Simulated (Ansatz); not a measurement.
# Sr on Re(0001): change of the work function, part 2 of 2

How does one ordered layer of Sr (hcp site) change the work function of Re(0001), and what dipole does each adsorbate carry?

Ansatz 0.2.0; plane-wave DFT, r2SCAN, Ansatz PAW (the session's first sound run).

So far, work function, upper face (eV): step 2 (the clean slab, r2SCAN) 4.99; step 3 (adsorbate added, r2SCAN) 2.20; step 5 (the 0.25 ML cell at another level of theory, cutoff 420 eV, functional RPBE) 2.14; step 6 (the 0.25 ML cell at another level of theory, cutoff 420 eV, functional revpbe) 2.14; step 7 (the 0.25 ML cell at another level of theory, cutoff 1290 eV, functional PBE, PBE JTH) 2.21.

## 9. Varying the input

This step: plane-wave DFT, r2SCAN, Ansatz PAW (Ansatz 0.2.0).

A run with a changed input: it repeats the earlier run at 0.25 ML with scf.mixing.algorithm to anderson, scf.mixing.beta to 0.7 and scf.mixing.ndim to 8; its output block differs too.

input.yaml

```yaml
crystal:
  lattice:
    - [5.5199999999, 0.0, 0.0]
    - [2.76, 4.7804602288, 0.0]
    - [0.0, 0.0, 27.8831061138]
  atoms:
    - { symbol: Re, position: [0.3333333333, 0.3333333333, 0.3227760911] }
    - { symbol: Re, position: [0.0, 0.0, 0.4027062105] }
    - { symbol: Re, position: [0.3333333333, 0.3333333333, 0.4851909864] }
    - { symbol: Re, position: [0.0, 0.0, 0.5601319581] }
    - { symbol: Re, position: [0.3333333333, 0.8333333333, 0.3227760911] }
    - { symbol: Re, position: [0.0, 0.5, 0.4027062105] }
    - { symbol: Re, position: [0.3333333333, 0.8333333333, 0.4851909864] }
    - { symbol: Re, position: [0.0, 0.5, 0.5601319581] }
    - { symbol: Re, position: [0.8333333333, 0.3333333333, 0.3227760911] }
    - { symbol: Re, position: [0.5, 0.0, 0.4027062105] }
    - { symbol: Re, position: [0.8333333333, 0.3333333333, 0.4851909864] }
    - { symbol: Re, position: [0.5, 0.0, 0.5601319581] }
    - { symbol: Re, position: [0.8333333333, 0.8333333333, 0.3227760911] }
    - { symbol: Re, position: [0.5, 0.5, 0.4027062105] }
    - { symbol: Re, position: [0.8333333333, 0.8333333333, 0.4851909864] }
    - { symbol: Re, position: [0.5, 0.5, 0.5601319581] }
    - { symbol: Sr, position: [0.3333333333, 0.3333333333, 0.6772239089] }
kpoints:
  mp_grid: { grid: [6, 6, 1] }
hamiltonian:
  xc: r2scan
scf:
  occupations: { method: fermi_dirac, width: 0.1 }
  convergence: { dr2_threshold: 1.0e-08 }
  mixing: { algorithm: anderson, beta: 0.7, ndim: 8 }
efield:
  axis: 3
  dipole_correction: true
  ramp_position: 0.97
  ramp_width: 0.06
relax:
  f_tol: 0.02
  max_steps: 60
  constraints: [{ sites: [0, 1, 4, 5, 8, 9, 12, 13] }]
output:
  bader: true
  dos: { projected: true, e_range: [-8, 4] }
  write_potential: true
  write_density: true
  volumetric_format: npy
```

The run is started by

```sh
ansatz run input.yaml --threads 8 --pin off --max-ram 12288MiB --backend cpu --events-out ev --progress --plain --runs-dir out
```

Elapsed: 3.2 min, on 8 threads of Arm Neoverse V2, shared host; peak memory 6.1 GiB; 25 min of CPU time.

Step by step:

```csv
step,energy less that of the first step (eV),largest force component (eV/Å)
1,0.0000,1.1037
2,-0.2048,0.9846
3,-0.3689,0.6027
4,-0.4375,0.0984
5,-0.4403,0.0640
6,-0.4407,0.0122
```

The run keeps the 6 symmetry operations that it works with, so distortions that break them were not tested.

The atoms that moved most (Å):

```csv
atom,dx,dy,dz,length
Sr17,0.000,0.000,-0.580,0.580
Re4,0.000,0.000,0.096,0.096
Re12,0.000,-0.024,-0.011,0.026
Re16,0.020,0.012,-0.011,0.026
Re8,-0.020,0.012,-0.011,0.026
Re15,0.009,0.005,0.009,0.013
Re11,0.000,-0.010,0.009,0.013
Re7,-0.009,0.005,0.009,0.013
```

Final coordinates:

```
Re Sr
1.0
     5.52000    0.00000    0.00000
     2.76000    4.78046    0.00000
     0.00000    0.00000   27.88311
Re Sr
16 1
Cartesian
  2.7600 1.5935 9.0000
  0.0000 0.0000 11.2287
  2.7600 1.5935 13.5334
  0.0000 0.0000 15.7138
  4.1400 3.9837 9.0000
  1.3800 2.3902 11.2287
  4.1313 3.9888 13.5372
  1.3596 2.4020 15.6072
  5.5200 1.5935 9.0000
  2.7600 0.0000 11.2287
  5.5200 1.5834 13.5372
  2.7600 -0.0236 15.6072
  6.9000 3.9837 9.0000
  4.1400 2.3902 11.2287
  6.9087 3.9888 13.5372
  4.1604 2.4020 15.6072
  2.7600 1.5935 18.3034
```

Numbers from this step:

- energy at zero smearing: -177639.8839 eV
- work function, upper face: 2.195 eV
- work function, lower face: 5.169 eV
- dipole along the normal: 0.4337 e·Å
- step between the vacuum levels: -2.974 eV

The density of states has structure finer than the step of the table below, so its rows give means over 0.25 eV, whole bins alone (the curve runs from -8 to 1.98 eV). Peaks (eV: height): -2.560: 35.5, -2.380: 48.7, -1.500: 33.2, -0.330: 52.5, 0.840: 35.3, 1.110: 46.2, 1.920: 51.8.

Table of density of states by energy, zero at the Fermi level; means over each step:

```csv
energy (eV),density of states (states/eV a cell)
-7.75,2.00
-7.50,1.80
-7.25,2.22
-7.00,3.47
-6.75,5.65
-6.50,5.89
-6.25,10.7
-6.00,12.9
-5.75,11.8
-5.50,14.5
-5.25,17.4
-5.00,14.7
-4.75,10.1
-4.50,14.2
-4.25,14.2
-4.00,17.8
-3.75,9.98
-3.50,16.5
-3.25,15.1
-3.00,9.15
-2.75,13.8
-2.50,22.6
-2.25,22.6
-2.00,16.7
-1.75,19.4
-1.50,28.3
-1.25,27.2
-1.00,23.1
-0.75,18.0
-0.50,18.3
-0.25,23.7
0.00,10.7
0.25,11.2
0.50,8.17
0.75,19.3
1.00,19.2
1.25,13.7
1.50,13.4
1.75,16.8
```

Projected DOS per atom over height of the atomic layer and energy from the Fermi level. Layers: Re4 Re4 Re4 Re4 Sr from below.

Ten even steps from '0' (0.00 states/eV) to '9' (2.07 states/eV), each cell a mean:
```
54341
42230
53341
22123
33231
76551
64571
96791
53461
75461
33341
44330
34330
45440
33440
45430
34540
24530
12310
01110
00000
00000
```
Columns: height of the atomic layer (Å) from 9 to 18.3 (not evenly spaced); rows upwards: energy from the Fermi level (eV) from -7.96 to 1.95.

```csv
quantity,this run,earlier run,difference
"work function, upper face (eV)",2.195,2.195,-2.9e-5
"work function, lower face (eV)",5.169,5.169,5.4e-5
dipole along the normal (e·Å),0.4337,0.4337,1.2e-5
```

Nothing in the table moves by 0.01 in its unit (for the dipole 0.5 % and 5e-5 e·Å).

## 10. Varying the input

System of this step: Re(0001). The cell holds 4 atoms: 4 Re. Its edges and angles: a = 2.760 Å, b = 2.760 Å, c = 24.686 Å, α = 90.0°, β = 90.0°, γ = 60.0°. Vacuum lies along c.

An input spoilt on purpose, to show how the run answers: it repeats the earlier run at 0 ML with efield.ramp_width from 0.06 to 0.9, and scf.max_iter set to 80.

input.yaml

```yaml
crystal:
  lattice:
    - [2.76, 0.0, 0.0]
    - [1.38, 2.3902301144, 0.0]
    - [0.0, 0.0, 24.6861]
  atoms:
    - { symbol: Re, position: [0.6666666667, 0.6666666667, 0.3645776368] }
    - { symbol: Re, position: [0.0, 0.0, 0.4548592123] }
    - { symbol: Re, position: [0.6666666667, 0.6666666667, 0.5451407877] }
    - { symbol: Re, position: [0.0, 0.0, 0.6354223632] }
kpoints:
  mp_grid: { grid: [12, 12, 1] }
hamiltonian:
  xc: r2scan
scf:
  occupations: { method: fermi_dirac, width: 0.1 }
  convergence: { dr2_threshold: 1.0e-08 }
  max_iter: 80
efield:
  axis: 3
  dipole_correction: true
  ramp_position: 0.97
  ramp_width: 0.9
relax:
  f_tol: 0.02
  max_steps: 60
  constraints: [{ sites: [0, 1] }]
output:
  write_potential: true
  write_density: true
  volumetric_format: npy
```

The job ended after 0.24 s (8 threads; peak memory 0.36 GiB).

The program refused the input before any cycle.

The program's message: “Error: efield: ion 0 (Re) at fractional coordinate 0.3646 along the field axis lies inside the sawtooth ramp with 2 of the planes that the density is read on at each end, [0.9596, 0.8804] — the ramp m …”

The fault put into the input: a ramp so wide that it reaches the atoms.

## 11. Summary of results

```json
{
  "work function of the clean face": "4.99 eV",
  "work function at 0.25 ML": "2.20 eV",
  "dipole per adsorbate at 0.25 ML, positive end outwards": "1.94 D"
}
```

Sr lowers the work function of Re(0001) at the lowest coverage, by 2.80 eV: the adsorbate layer has its positive end outwards. One coverage alone was completed, so no trend follows. The slab has 4 layers, at the tabulated experimental lattice constant, one starting site was run, and quantum-size effects of a slab this thin can reach one or two tenths of an eV.

[Logs are printed without paths, hosts, clocks, repeated set-up lines and the standing remarks that a program may print on its own settings, such as how far it seeks lower states.]

[Hosts, paths, dates, database ids (printed as entryN), source tags and the programs' standing remarks are cut or masked in the printed files.]

[Maps of the electrostatic potential energy from Ansatz leave out the sawtooth potential of an applied field or a dipole correction, so their vacuum need not be flat; planar profiles and work functions include it.]

[The density of states shown here was stored with 400 of the rows of the run's finer table, so its peaks can read low, often by over a quarter, or be missed, and its means over a window can be off by a tenth or more.]
